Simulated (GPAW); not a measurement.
# free-standing triangular Rh monolayer, spacing 3.288 A: a ladder in all numerical settings together, part 2 of 2

Aim: see how far moments and order energies of free-standing triangular Rh monolayer, spacing 3.288 A move with all numerical settings together, and what each rung costs.

GPAW 26.7.0; LDA; plane waves with GPAW's PAW setups, scalar-relativistic.

So far, largest spin moment in the augmentation sphere (μB): step 2 (rung 1 (280 eV, mesh 4×4×1), start ferro +) 1.47; step 3 (rung 1 (280 eV, mesh 4×2×1), start antiferro q=(0,1/2,0) +-) 1.20; step 4 (rung 2 (380 eV, mesh 6×6×1), start ferro +) 1.50; step 5 (rung 2 (380 eV, mesh 6×3×1), start antiferro q=(0,1/2,0) +-) 1.13; step 6 (rung 3 (500 eV, mesh 8×8×1), start ferro +) 1.47.

## 7. Rung 3 (500 eV, mesh 8×4×1), start antiferro q=(0,1/2,0) +-

File order2.py:

```python
import json
import numpy as np
from ase import Atoms
from ase.parallel import paropen, parprint
from gpaw import GPAW

atoms = Atoms(['Rh', 'Rh'],
    cell=[[3.288, 0.0, 0.0],
         [-3.288, 5.694984, 0.0],
         [0.0, 0.0, 14.0]],
    scaled_positions=[[0.0, 0.0, 0.5],
         [0.0, 0.5, 0.5]],
    pbc=True,
    magmoms=[1.0, -1.0])
atoms.calc = GPAW(mode={'name': 'pw', 'ecut': 500},
    xc='LDA',
    kpts={'size': (8, 4, 1), 'gamma': True},
    occupations={'name': 'fermi-dirac', 'width': 0.1},
    convergence={'density': 1e-05, 'energy': 1e-05},
    maxiter=200,
    symmetry={'tolerance': 1e-4},
    txt='order2.txt')
e = atoms.get_potential_energy(force_consistent=True)
res = {'free_energy': e, 'energy_sigma0': atoms.get_potential_energy(), 'fermi_energy': atoms.calc.get_fermi_level()}
res['moments'] = atoms.get_magnetic_moments().tolist()
res['total'] = atoms.get_magnetic_moment()
parprint('site moments (muB):', np.round(res['moments'], 3))
parprint(f"total moment: {res['total']:.3f} muB")
parprint(f'free energy: {e:.6f} eV')
atoms.calc.write('order2.gpw')
with paropen('results.json', 'w') as f:
    json.dump(res, f)
```

Run with:

```sh
OMP_NUM_THREADS=1 python3 order2.py > order2.log
```

Numbers of over 12 decimals in the logs are rounded to 6 here.

Output:

```text
site moments (muB): [ 1.212 -1.212]
total moment: 0.000 muB
free energy: -8.690518 eV

--- order2.txt ---
Input parameters:
  mode=PW(ecut=500),
  convergence={'density': 1e-05, 'energy': 1e-05},
  kpts=MonkhorstPack(size=(8, 4, 1), gamma=True),
  maxiter=200,
  occupations=Occupations(name='fermi-dirac', width=0.1),
  symmetry=Symmetry(tolerance=0.0001),
  xc=XC(name='LDA')

Diagonalizing LCAO Hamiltonian
[...]
|          8 |        -5.101 |     1.000 |        -5.101 |     1.000 |
|          9 |        -4.832 |     1.000 |        -4.832 |     1.000 |
[...]
|         18 |        -0.984 |     0.000 |        -0.984 |     0.000 |
|         19 |         0.616 |     0.000 |         0.616 |     0.000 |
|         20 |         1.484 |     0.000 |         1.484 |     0.000 |
|         21 |         2.647 |     0.000 |         2.647 |     0.000 |

No gap
No difference between direct/indirect transitions


[key lines of the parts left out:]
Free energy:      -8.690518
Converged in 21 steps
dipole moment: (-9.712498, -16.822540, 0.000003)  # |e|*Ang
Fermi level: -3.778
```

It took 90 s on 1 MPI rank of Intel Xeon 6975P-C (Granite Rapids), shared host; peak memory 0.34 GiB.

Read from the output:

* magnetization: 0 μB
* final state: antiferromagnetic
* largest moment: 1.212 μB

This start lies +81.6 meV a seeded atom from the first, a change of +21.8 meV since rung 2; its largest moment is 1.21 μB.

## 8. Rung 4 (700 eV, mesh 12×12×1), start ferro +

File order1.py:

```python
import json
import numpy as np
from ase import Atoms
from ase.parallel import paropen, parprint
from gpaw import GPAW

atoms = Atoms(['Rh'],
    cell=[[3.288, 0.0, 0.0],
         [-1.644, 2.847492, 0.0],
         [0.0, 0.0, 14.0]],
    scaled_positions=[[0.0, 0.0, 0.5]],
    pbc=True,
    magmoms=[1.0])
atoms.calc = GPAW(mode={'name': 'pw', 'ecut': 700},
    xc='LDA',
    kpts={'size': (12, 12, 1), 'gamma': True},
    occupations={'name': 'fermi-dirac', 'width': 0.05},
    convergence={'density': 1e-05, 'energy': 1e-05},
    maxiter=200,
    symmetry={'tolerance': 1e-4},
    txt='order1.txt')
e = atoms.get_potential_energy(force_consistent=True)
res = {'free_energy': e, 'energy_sigma0': atoms.get_potential_energy(), 'fermi_energy': atoms.calc.get_fermi_level()}
res['moments'] = atoms.get_magnetic_moments().tolist()
res['total'] = atoms.get_magnetic_moment()
parprint('site moments (muB):', np.round(res['moments'], 3))
parprint(f"total moment: {res['total']:.3f} muB")
parprint(f'free energy: {e:.6f} eV')
atoms.calc.write('order1.gpw')
with paropen('results.json', 'w') as f:
    json.dump(res, f)
```

Run with:

```sh
OMP_NUM_THREADS=1 python3 order1.py > order1.log
```

Output:

```text
site moments (muB): [1.59]
total moment: 1.756 muB
free energy: -4.363762 eV

--- order1.txt ---
Input parameters:
  mode=PW(ecut=700),
  convergence={'density': 1e-05, 'energy': 1e-05},
  kpts=MonkhorstPack(size=(12, 12, 1), gamma=True),
  maxiter=200,
  occupations=Occupations(name='fermi-dirac', width=0.05),
  symmetry=Symmetry(tolerance=0.0001),
  xc=XC(name='LDA')

Diagonalizing LCAO Hamiltonian
[...]
|          3 |        -6.834 |     1.000 |        -6.394 |     1.000 |
|          4 |        -5.235 |     1.000 |        -4.288 |     1.000 |
[...]
|          8 |        -4.566 |     1.000 |        -3.447 |     0.002 |
|          9 |        -1.547 |     0.000 |        -1.314 |     0.000 |
|         10 |         1.456 |     0.000 |         1.499 |     0.000 |
|         11 |         2.625 |     0.000 |         2.670 |     0.000 |

No gap
No difference between direct/indirect transitions


[key lines of the parts left out:]
Free energy:      -4.363762
Converged in 14 steps
dipole moment: (-4.859365, -8.416669, -0.000000)  # |e|*Ang
Fermi level: -3.764
```

The job ended after 29 s (1 MPI rank; peak memory 0.27 GiB).

This step gave:

| Quantity | Value |
| --- | --- |
| magnetization | 1.756 μB |
| final state | ferromagnetic |
| largest moment | 1.590 μB |

The largest moment moves by +0.12 μB from rung 3, at 2.6 times its CPU time.

## 9. Rung 4 (700 eV, mesh 12×6×1), start antiferro q=(0,1/2,0) +-

order2.py is the script of step 7 with these lines changed:

```diff
@@ -14,6 +14,6 @@
     magmoms=[1.0, -1.0])
-atoms.calc = GPAW(mode={'name': 'pw', 'ecut': 500},
+atoms.calc = GPAW(mode={'name': 'pw', 'ecut': 700},
     xc='LDA',
-    kpts={'size': (8, 4, 1), 'gamma': True},
-    occupations={'name': 'fermi-dirac', 'width': 0.1},
+    kpts={'size': (12, 6, 1), 'gamma': True},
+    occupations={'name': 'fermi-dirac', 'width': 0.05},
     convergence={'density': 1e-05, 'energy': 1e-05},
```

Run with:

```sh
OMP_NUM_THREADS=1 python3 order2.py > order2.log
```

Output:

```text
site moments (muB): [ 1.195 -1.195]
total moment: -0.000 muB
free energy: -8.521738 eV

--- order2.txt ---
Input parameters:
  mode=PW(ecut=700),
  convergence={'density': 1e-05, 'energy': 1e-05},
  kpts=MonkhorstPack(size=(12, 6, 1), gamma=True),
  maxiter=200,
  occupations=Occupations(name='fermi-dirac', width=0.05),
  symmetry=Symmetry(tolerance=0.0001),
  xc=XC(name='LDA')

Diagonalizing LCAO Hamiltonian
[...]
|          8 |        -5.008 |     1.000 |        -5.008 |     1.000 |
|          9 |        -4.806 |     1.000 |        -4.806 |     1.000 |
[...]
|         18 |        -0.939 |     0.000 |        -0.939 |     0.000 |
|         19 |         0.657 |     0.000 |         0.657 |     0.000 |
|         20 |         1.478 |     0.000 |         1.478 |     0.000 |
|         21 |         2.642 |     0.000 |         2.642 |     0.000 |

No gap
No difference between direct/indirect transitions


[key lines of the parts left out:]
Free energy:      -8.521738
Converged in 16 steps
dipole moment: (-9.709833, -16.817924, 0.000003)  # |e|*Ang
Fermi level: -3.729
```

It took 3.9 min on 1 MPI rank; peak memory 0.69 GiB.

This step gave:

```yaml
magnetization: 0 μB
final_state: antiferromagnetic
largest_moment: 1.195 μB
```

This start lies +102.9 meV a seeded atom from the first, a change of +21.3 meV since rung 3; its largest moment is 1.20 μB.

## 10. Side by side

Ladder, by row:

| rung | cutoff (eV) | mesh | smearing (eV) | state from the first start | state from the second start | second less first (meV a seeded atom) | moment, first (μB) | moment, second (μB) | CPU time (s) |
| --- | --- | --- | --- | --- | --- | --- | --- | --- | --- |
| 1 | 280 | 4x4x1 | 0.2 | ferromagnetic | antiferromagnetic | 42.65 | 1.465 | 1.2 | 16.5 |
| 2 | 380 | 6x6x1 | 0.15 | ferromagnetic | antiferromagnetic | 59.85 | 1.499 | 1.126 | 27.61 |
| 3 | 500 | 8x8x1 | 0.1 | ferromagnetic | antiferromagnetic | 81.63 | 1.465 | 1.212 | 100.9 |
| 4 | 700 | 12x12x1 | 0.05 | ferromagnetic | antiferromagnetic | 102.9 | 1.59 | 1.195 | 262.4 |

## 11. Summary of results

| Property | Result |
| --- | --- |
| range of the moment in the table, first start | 1.47 to 1.59 μB |
| range of CPU time | 16 s to 4.4 min |
| range of the energy difference | 42.6 to 103 meV a seeded atom |

What this shows: Only the last rung can serve as the reference, and the rung before it is still 21 meV away, so convergence is not shown. The first start ends lower on every rung of the table; whether functional and cell give the true order is another question.

[Logs and program files are shortened in this print: banners, set-up blocks, solver, clock and traceback lines can be left out without a mark of their own.]

[Logs are printed without paths, hosts, clocks, repeated set-up lines and the standing remarks that a program may print on its own settings, such as how far it seeks lower states.]

[Hosts, paths, dates, database ids (printed as entryN), source tags and the programs' standing remarks are cut or masked in the printed files.]

[Where a cell is said to come from a database of computed structures, the database is the Materials Project.]
